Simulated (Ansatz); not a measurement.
**Phonons of LaIn (Pm-3m) against volume**

Aim: how the phonons of LaIn (Pm-3m) shift with volume, and the thermal expansion that follows.

Method: DFT PBEsol, scalar-relativistic, plane waves, PAW; PAW set soft_1, in Ansatz 0.2.0.

## 1. Starting point

Symmetry: Pm-3m, No. 221, cubic system. Conventional cell: a = 3.893 Å, b = 3.893 Å, c = 3.893 Å, α = 90.00°, β = 90.00°, γ = 90.00°. La has 8 In at 3.37 Å nearest. Nearest to In lie 8 La at 3.37 Å. Farther neighbours are not listed.

## 2. Response at finite wavevector

The cell comes from relaxations at this level that are not shown. Stability and thermal properties need the whole zone. Linear response on a 4×4×4 q mesh gives force constants as far as a supercell of that size would.

Input file input.yaml:

```yaml
crystal:
  lattice:
    - [3.8934998963, 0.0, 0.0]
    - [0.0, 3.8934998963, 0.0]
    - [0.0, 0.0, 3.8934998963]
  atoms:
    - { symbol: La, position: [0.5, 0.5, 0.5] }
    - { symbol: In, position: [0.0, 0.0, 0.0] }
kpoints:
  mp_grid: { grid: [12, 12, 12] }
hamiltonian:
  xc: pbesol
  pseudopotentials: { kind: paw, azcp: { folder: soft_1 }, xc_functional: pbe }
scf:
  occupations: { method: methfessel_paxton, width: 0.2 }
output:
  eigenvalues: true
phonons:
  method: dfpt
  qmesh: [4, 4, 4]
  temperatures: { t_max: 1000, t_step: 50 }
  qpath:
    path:
      - [[0.0, 0.0, 0.0], [0.0, 0.5, 0.0], [0.5, 0.5, 0.0], [0.0, 0.0, 0.0], [0.5, 0.5, 0.5], [0.0, 0.5, 0.0]]
      - [[0.5, 0.5, 0.5], [0.5, 0.5, 0.0]]
    npoints: 10
```

Launch:

```console
$ ansatz run input.yaml --threads 4 --pin off --max-ram 10240MiB --backend cpu --events-out ev --progress --plain --runs-dir out
```

Numbers of over 12 decimals in the logs are rounded to 6 here.

The log of the run:

```text
Engine: ansatz 0.2.0, aarch64-unknown-linux-gnu
Pseudopotentials: kind: paw
Pseudopotential: La, paw, valence charge 11, recommended cutoff 420 eV (normal), soft_1/La.paw.azcp
Pseudopotential: In, paw, valence charge 13, recommended cutoff 420 eV (normal), soft_1/In.paw.azcp
Functional definition: PBEsol
  exchange = pbesol_x
  correlation = pbesol_c
Crystal: 2 atoms, lattice volume = 59.023 Å³
Basis set: ecut = 420 eV, 1189 PW (Γ), exchange–correlation on 54×54×54 points (8 copies of the dense FFT grid, shifted against one another)
Bands: 16, of which v1, the nominal top of the filled ones, is band 12 counted from 1 (11 counted from 0)
Symmetry: 48 space group operations
k-points: 84 of 1728
Non-local potential: La, projectors of the file, l = 0: 3, l = 1: 2, l = 2: 2, l = 3: 3
Non-local potential: In, projectors of the file, l = 0: 2, l = 1: 2, l = 2: 2, l = 3: 1
PAW form: soft (Blöchl's): semilocal exchange-correlation on the pseudo side does not see the compensation charge
PAW frozen core: La, regenerated for the run's functional, and the local potential with it (the file was generated under x = pbe(κ = 0.804, μ = 0.219515), c = pbe(β = 0.066725))
PAW frozen core: In, regenerated for the run's functional, and the local potential with it (the file was generated under x = pbe(κ = 0.804, μ = 0.219515), c = pbe(β = 0.066725))
PAW one-centre angular grid: La, 590 points (default); XC on 64 Gauss nodes
PAW one-centre angular grid: In, 590 points (default); XC on 64 Gauss nodes
Initial density: superposition of atomic densities (chi_scale 0.1, normalization cell, long waves kept (reshape's long-wave potential 0.00 eV rms))
Initial wavefunctions: pseudopotential atomic-orbital guess
Functional: x = pbesol(κ = 0.804, μ = 0.123457), c = pbesol(β = 0.046)
SCF iter   1: F=—  HF=-11688.669207 eV  |F-HF|=—  |Δ(HF+E_count)|=         —  Δρ=3.85e-2  dr2=1.77e0  ethr=3.10e-3  ⟨swp⟩=4.0  Hψ=5397  notcnv=0
preconditioner: auto → Kerker (q_TF=auto, 2.348 Å⁻¹)  [metal: Δε(μ)=0.028 eV  Ē_g=11.490 eV  σ=0.200 eV  W_gap=0.12  n_scr=18 (ndim 8)  ℏωp=22.7 eV  f_vac=0.000  D(μ)=1.28/eV (n_scr^D=6)]
SCF iter   2: F=—  HF=-11688.132597 eV  |F-HF|=—  |Δ(HF+E_count)|=   5.37e-1  S|Δr|=    0.00e0  Δρ=1.83e-2  dr2=3.98e-1  ethr=3.10e-3  ⟨swp⟩=2.6  Hψ=3085  notcnv=0
SCF iter   3: F=—  HF=-11688.010008 eV  |F-HF|=—  |Δ(HF+E_count)|=   1.23e-1  S|Δr|=    0.00e0  Δρ=6.19e-3  dr2=3.76e-2  ethr=1.66e-3  ⟨swp⟩=3.1  Hψ=2375  notcnv=0
SCF iter   4: F=—  HF=-11687.996601 eV  |F-HF|=—  |Δ(HF+E_count)|=   1.34e-2  S|Δr|=    0.00e0  Δρ=1.07e-3  dr2=5.09e-4  ethr=1.57e-4  ⟨swp⟩=2.9  Hψ=2467  notcnv=0
SCF iter   5: F=—  HF=-11687.996609 eV  |F-HF|=—  |Δ(HF+E_count)|=   7.92e-6  S|Δr|=    0.00e0  Δρ=2.25e-4  dr2=3.69e-5  ethr=2.12e-6  ⟨swp⟩=2.3  Hψ=2351  notcnv=0
SCF iter   6: F=—  HF=-11687.996604 eV  |F-HF|=—  |Δ(HF+E_count)|=   5.13e-6  S|Δr|=    0.00e0  Δρ=7.06e-5  dr2=3.77e-6  ethr=1.54e-7  ⟨swp⟩=2.7  Hψ=2371  notcnv=0
SCF iter   7: F=—  HF=-11687.996600 eV  |F-HF|=—  |Δ(HF+E_count)|=   3.74e-6  S|Δr|=    0.00e0  Δρ=1.01e-5  dr2=6.61e-8  ethr=1.57e-8  ⟨swp⟩=2.2  Hψ=1837  notcnv=0
SCF iter   8: F=—  HF=-11687.996604 eV  |F-HF|=—  |Δ(HF+E_count)|=   3.76e-6  S|Δr|=    0.00e0  Δρ=2.17e-6  dr2=2.50e-9  ethr=2.75e-10  ⟨swp⟩=2.1  Hψ=2364  notcnv=0
SCF iter   9: F=—  HF=-11687.996604 eV  |F-HF|=—  |Δ(HF+E_count)|=  1.24e-10  S|Δr|=    0.00e0  Δρ=2.11e-7  dr2=1.68e-11  ethr=1.04e-11  ⟨swp⟩=2.4  Hψ=2215  notcnv=0
SCF iter  10: F=-11687.996604 eV  HF=-11687.996604 eV  |F-HF|=1.82e-12  |Δ(HF+E_count)|=  3.64e-12  S|Δr|=    0.00e0  Δρ=4.63e-8  dr2=1.15e-12  ethr=1.00e-12  ⟨swp⟩=6.2  Hψ=6112  notcnv=0
SCF 1 converged in 10 iterations: F = -11687.996604 eV  dr2 = 1.15e-12
  greatest PAW one-centre occupation: 0.982 electrons in one spin orbital (limit 2), on the In atom at site 1 (counted from 0), in its partial waves of l = 2
Initial density: read from a saved state, or passed on in memory by an earlier SCF of this step, an earlier step, the calling program or the single point that the run made first
iter 1 solved again at ethr=5.10e-8 eV; its pass at ethr=3.10e-3 eV (dr2=1.22e-5 eV) is discarded
SCF iter   1: F=—  HF=-11687.996608 eV  |F-HF|=—  |Δ(HF+E_count)|=         —  Δρ=4.25e-7  dr2=7.78e-11  ethr=5.10e-8  ⟨swp⟩=3.2  Hψ=10341  notcnv=0
eigensolver tolerance schedule: the retry pair's looser diagonalisation over-reported the residual by 157344.50 of it (diagonalisation noise at an unbounded share of the residual, at the tolerance the schedule requests for it); recorded, not acted on — ethr = c·dr2/N_el stays at c = 1.0e-1
preconditioner: auto → Kerker (q_TF=auto, 2.348 Å⁻¹)  [metal: Δε(μ)=0.043 eV  Ē_g=12.886 eV  σ=0.200 eV  W_gap=0.18  n_scr=18 (ndim 8)  ℏωp=22.7 eV  f_vac=0.000  D(μ)=0.97/eV (n_scr^D=6)]
SCF iter   2: F=—  HF=-11687.996604 eV  |F-HF|=—  |Δ(HF+E_count)|=   3.62e-6  S|Δr|=    0.00e0  Δρ=1.92e-7  dr2=1.35e-11  ethr=1.00e-12  ⟨swp⟩=4.0  Hψ=3861  notcnv=0
SCF iter   3: F=-11687.996604 eV  HF=-11687.996604 eV  |F-HF|=5.46e-12  |Δ(HF+E_count)|=  1.46e-11  S|Δr|=    0.00e0  Δρ=1.26e-7  dr2=5.67e-12  ethr=1.00e-12  ⟨swp⟩=2.6  Hψ=2887  notcnv=0
SCF 2 converged in 3 iterations: F = -11687.996604 eV  dr2 = 5.67e-12
phonons: the bands overlap, so this run is a metal and interpolates without the dipole-dipole term. If the crystal is really an insulator or semiconductor, its LO-TO splitting is missing
NSCF: frozen V_eff on 84 k-points
WARN: eigensolver did not converge in 2 slots of this pass, the one above among them; of largest residual over every band (k=50): 1 band(s) unlocked (lowest unlocked band 15, counted from 0; max residual 1.24e-3 eV among the unlocked bands, 1.24e-3 eV over every band); of lowest unlocked band (k=49): band 15
NSCF: frozen V_eff on 196 k-points
DFPT response loops at q = (0, 0, 0) (fractional): preconditioner auto → Kerker (q_TF=auto, 2.348 Å⁻¹) (partly filled bands, converged f_vac=0.000); β = 1.00, the filter's whole step (`scf.mixing.beta` (0.50) is not read by the response loops under this deck's `scf.mixing.preconditioner`; to damp them name `kerker` or `kerker_dos`, under which they read `scf.mixing.beta`, and type it under 1.00, their step now; both keys bind the ground state too); Broyden in place of MSR1
NSCF: frozen V_eff on 1176 k-points
DFPT response loops at q = (0, 0, 0.25) (fractional): mixed as the last ones told, above
NSCF: frozen V_eff on 686 k-points
DFPT response loops at q = (0, 0, -0.5) (fractional): mixed as the last ones told, above
NSCF: frozen V_eff on 2016 k-points
DFPT response loops at q = (0, 0.25, 0.25) (fractional): mixed as the last ones told, above
NSCF: frozen V_eff on 1176 k-points
DFPT response loops at q = (0, 0.25, -0.5) (fractional): mixed as the last ones told, above
NSCF: frozen V_eff on 686 k-points
DFPT response loops at q = (0, -0.5, -0.5) (fractional): mixed as the last ones told, above
NSCF: frozen V_eff on 1872 k-points
DFPT response loops at q = (0.25, 0.25, 0.25) (fractional): mixed as the last ones told, above
NSCF: frozen V_eff on 2016 k-points
DFPT response loops at q = (0.25, 0.25, -0.5) (fractional): mixed as the last ones told, above
NSCF: frozen V_eff on 1176 k-points
DFPT response loops at q = (0.25, -0.5, -0.5) (fractional): mixed as the last ones told, above
NSCF: frozen V_eff on 392 k-points
DFPT response loops at q = (-0.5, -0.5, -0.5) (fractional): mixed as the last ones told, above
SCF converged after 10 iterations
Stability not checked: this state was not tested for a lower state beside it, because cold or Methfessel-Paxton smearing, or corrected tetrahedra, fill the levels in a way that the test cannot read (fill_not_monotonic; see scf.lower_state_search)
Free energy (F): -11687.996604 eV
Harris-Foulkes:  -11687.996604 eV  (|F-HF|=1.82e-12)
Internal energy: -11688.000316 eV  (E = F + TS)
E sigma→0 (E₀):  -11687.997532 eV
Entropy (-TS):   0.003712 eV (1.856 meV/atom)
Fermi energy:    11.373422 eV
--- Per-component energies (eV) ---
  E_band       = -46.983480
  E_kinetic    = 404.975383
  E_local      = -1345.252701  (includes V_loc(G=0)·N_el)
  E_nonlocal   = 416.294916
  E_hartree    = 530.922584
  E_xc         = -284.789907
  E_vxc        = -235.834918  (∫ρ·V_xc dr)
  E_paw        = -9464.893054  (= ΣΔE_a)
  E_vpaw       = -349.011491  (= ΣTr[D̂ρ^β])
  E_aug_tail   = 0.000137  (compensation charges beyond the density's cutoff)
  E_ewald      = -1945.662612
  E_core_change = 0.404940  (= ΣΔE_core)
  E_smearing   = 0.003712  (= −TS)
  E_closure    = 0.000000  (closes the sum)
  Σ components = -11687.996604   (vs F -11687.996604, Δ=0.00e0)
--- Band table (eV; the first three rows and the last of 84) ---
  k-point 0: bands = [... 8 lower, -2.6951, 4.3012, 10.9007, 10.9007, 12.8692, 12.8692, 12.8692, 13.1811]
  k-point 1: bands = [... 8 lower, -2.6914, 4.4020, 10.9092, 10.9273, 12.7852, 12.8398, 12.8398, 13.1686]
  k-point 2: bands = [... 8 lower, -2.6811, 4.6907, 10.7776, 11.0037, 12.6531, 12.7302, 12.7302, 13.1313]
  k-point 83: bands = [... 8 lower, -2.5879, 8.3206, 8.8592, 8.8592, 8.8592, 13.2087, 13.2087, 13.2087]
--- Phonons (Γ-DFPT): 2 representative perturbations + reference (Σ response iterations 6) ---
  ASR residual: 3.775e-5 → 0.000e0 eV/Å²; symmetrization residual: 4.183e-6 eV/Å²
  ASR residual per site (eV/Å²): 3.78e-5 1.14e-5
  Γ frequencies (cm⁻¹): 0.00 0.00 0.00 103.09 103.09 103.09
--- Phonons (arbitrary-q DFPT): 10 irreducible q on the 4×4×4 mesh ---
  q = [0.0000, 0.0000, 0.0000] (star 1, of the zone-centre solve; hermiticity 3.41e-6, symmetrization 6.58e-12): -0.00 -0.00 0.00 103.09 103.09 103.09
  q = [0.0000, 0.0000, 0.2500] (star 6, 4 solved perturbations in 1848 linear systems a pass and spin channel, the states on 588 of 1728 k-point pairs; hermiticity 2.84e-6, symmetrization 2.32e-12): 48.81 48.81 59.14 97.03 97.03 114.89
  q = [0.0000, 0.0000, -0.5000] (star 3, 4 solved perturbations in 1078 linear systems a pass and spin channel, the states on 343 of 1728 k-point pairs; hermiticity 6.48e-14, symmetrization 6.46e-13): 80.26 80.26 82.58 82.58 100.80 112.23
  q = [0.0000, 0.2500, 0.2500] (star 12, 4 solved perturbations in 3108 linear systems a pass and spin channel, the states on 1008 of 1728 k-point pairs; hermiticity 2.53e-6, symmetrization 5.65e-13): 16.90 61.02 85.48 92.34 101.54 132.41
  q = [0.0000, 0.2500, -0.5000] (star 12, 6 solved perturbations on 588 of 1728 k-point pairs; hermiticity 3.83e-6, symmetrization 8.78e-14): 50.01 54.10 70.22 84.83 133.57 137.75
  q = [0.0000, -0.5000, -0.5000] (star 3, 4 solved perturbations in 1078 linear systems a pass and spin channel, the states on 343 of 1728 k-point pairs; hermiticity 3.23e-6, symmetrization 4.54e-14): -7.36 -7.36 61.26 88.64 153.85 153.85
  q = [0.2500, 0.2500, 0.2500] (star 8, 2 solved perturbations on 936 of 1728 k-point pairs; hermiticity 1.27e-6, symmetrization 8.75e-13): 52.77 52.77 62.74 120.26 122.86 122.86
  q = [0.2500, 0.2500, -0.5000] (star 12, 4 solved perturbations in 3108 linear systems a pass and spin channel, the states on 1008 of 1728 k-point pairs; hermiticity 1.69e-6, symmetrization 7.66e-13): 25.55 62.30 88.10 100.88 134.85 141.09
  q = [0.2500, -0.5000, -0.5000] (star 6, 4 solved perturbations in 1848 linear systems a pass and spin channel, the states on 588 of 1728 k-point pairs; hermiticity 2.90e-6, symmetrization 8.30e-13): 64.15 64.15 96.44 98.49 144.31 144.31
  q = [-0.5000, -0.5000, -0.5000] (star 1, 2 solved perturbations on 196 of 1728 k-point pairs; hermiticity 4.36e-14, symmetrization 4.23e-12): 108.36 108.36 108.36 117.51 117.51 117.51
  sum rule: each row above includes the acoustic sum rule's correction from the zone centre's row sums; it moved no ω² by more than (0.27 cm⁻¹)²
  mesh force constants: q→R imaginary residual 4.32e-18; ASR residual 3.775e-5 → 0.000e0 eV/Å²; symmetrization residual 4.441e-15 eV/Å²
  interpolated dispersion: 62 rows × 6 modes
  density of states and harmonic sums: on the 16×16×16 q-mesh, interpolated from the force constants of a 4×4×4 supercell (no non-analytic term)
  largest difference from the sums on the solved wave vectors: F 3.88e-2 eV, S 5.05e-5 and C_V 1.17e-5 eV/K
  zero-point energy: 0.032696 eV/cell   skipped modes (ω ≤ 0): 6, of them read as no rigid motion or as one in doubt: 3 (4.395e-3 modes/cell left out, lowest -7.36 cm⁻¹)   left out of the sums: 8.54e-4 of the cell's modes: C_V's classical limit lies that fraction below 3 k_B per atom; for a crystal, a wire or a layer, F and S can be off by more, and a phonons.interpolated_qmesh denser along its periods is the remedy for the sampling
```

Run time: 8.8 min. Hardware: 4 threads of Arm Neoverse V2, shared host; peak memory 2.9 GiB.

In the SCF lines HF is the Harris–Foulkes energy and dr2 the Hartree energy of the density residual, in eV; the loop may stop once dr2 is under the threshold and the program's other checks hold. Hψ counts applications of the Hamiltonian.

This step gave:

* volume per atom: 29.51 Å³
* gap on the k-mesh: 0 eV
* sum-rule residual before enforcement: 3.78e-5 eV/Å²
* lowest frequency on the path: -7.356 cm⁻¹
* point group: m-3m
* highest frequency on the path or at a solved wavevector: 153.8 cm⁻¹
* highest optical mode at the zone centre (no LO-TO term): 103.1 cm⁻¹
* lowest optical zone-centre mode: 103.1 cm⁻¹
* lowest mode on the q mesh (acoustic modes at Γ apart): -7.36 cm⁻¹

Frequencies (cm⁻¹) solved at each irreducible wavevector; negative means imaginary. Frequencies by wavevector, by row:

```
q in reciprocal lattice units  star  mode 1  mode 2  mode 3  mode 4  mode 5  mode 6
                        0 0 0     1       0       0       0   103.1   103.1   103.1
                     0 0 0.25     6    48.8    48.8    59.1      97      97   114.9
                     0 0 -0.5     3    80.3    80.3    82.6    82.6   100.8   112.2
                  0 0.25 0.25    12    16.9      61    85.5    92.3   101.5   132.4
                  0 0.25 -0.5    12      50    54.1    70.2    84.8   133.6   137.8
                  0 -0.5 -0.5     3    -7.4    -7.4    61.3    88.6   153.8   153.8
               0.25 0.25 0.25     8    52.8    52.8    62.7   120.3   122.9   122.9
               0.25 0.25 -0.5    12    25.6    62.3    88.1   100.9   134.8   141.1
               0.25 -0.5 -0.5     6    64.2    64.2    96.4    98.5   144.3   144.3
               -0.5 -0.5 -0.5     1   108.4   108.4   108.4   117.5   117.5   117.5
```

Symmetry leaves 10 wavevectors to solve. The lowest mode among them, the acoustic zeros apart, lies at q = (0, -0.5, -0.5) and is slightly imaginary, 7.4i cm⁻¹, too near zero to call.

## 3. Relaxing at another volume, volume ratio 0.97

The volume is scaled by 0.97 and held; symmetry leaves nothing to relax, so this is a single point. The modes can then be followed against volume.

input.yaml, the sections that differ from step 2:

```yaml
crystal:
  lattice:
    - [3.8541689254, 0.0, 0.0]
    - [0.0, 3.8541689254, 0.0]
    - [0.0, 0.0, 3.8541689254]
  atoms:
    - { symbol: La, position: [0.5, 0.5, 0.5] }
    - { symbol: In, position: [0.0, 0.0, 0.0] }
output:
  forces: true
  stress: true
  eigenvalues: true
# kpoints, hamiltonian, scf: as in step 2
# phonons: removed
```

The log of the run:

```text
[...]
Crystal: 2 atoms, lattice volume = 57.252 Å³
Basis set: ecut = 420 eV, 1141 PW (Γ), exchange–correlation on 54×54×54 points (8 copies of the dense FFT grid, shifted against one another)
Bands: 16, of which v1, the nominal top of the filled ones, is band 12 counted from 1 (11 counted from 0)
Symmetry: 48 space group operations
[...]
k-points: 84 of 1728
[...]
--- Band table (eV; the first three rows and the last of 84) ---
  k-point 0: bands = [... 8 lower, -2.2896, 4.6330, 11.2861, 11.2861, 13.3594, 13.3594, 13.3594, 13.6844]
  k-point 1: bands = [... 8 lower, -2.2849, 4.7388, 11.3013, 11.3131, 13.2713, 13.3267, 13.3267, 13.6708]
  k-point 2: bands = [... 8 lower, -2.2718, 5.0413, 11.1892, 11.3902, 13.1282, 13.2051, 13.2051, 13.6303]
  k-point 83: bands = [... 8 lower, -2.1739, 8.7706, 9.1844, 9.1844, 9.1844, 13.7200, 13.7200, 13.7200]
[key lines of the parts left out:]
SCF converged after 7 iterations
Free energy (F): -11687.987105 eV
Fermi energy:    11.785261 eV
P = ⅓ Tr σ = 1.7654 GPa (17.654 kbar)
```

Elapsed: 1.4 s, on 4 threads; peak memory 0.51 GiB.

This step gave:

| Quantity | Value |
| --- | --- |
| pressure | 1.765 GPa |
| volume per atom | 28.63 Å³ |

The run ends at a pressure of 1.77 GPa.

(Part 1 of 2 ends here.)

[Logs are printed without paths, hosts, clocks, repeated set-up lines and the standing remarks that a program may print on its own settings, such as how far it seeks lower states.]

[Hosts, paths, dates, database ids (printed as entryN), source tags and the programs' standing remarks are cut or masked in the printed files.]
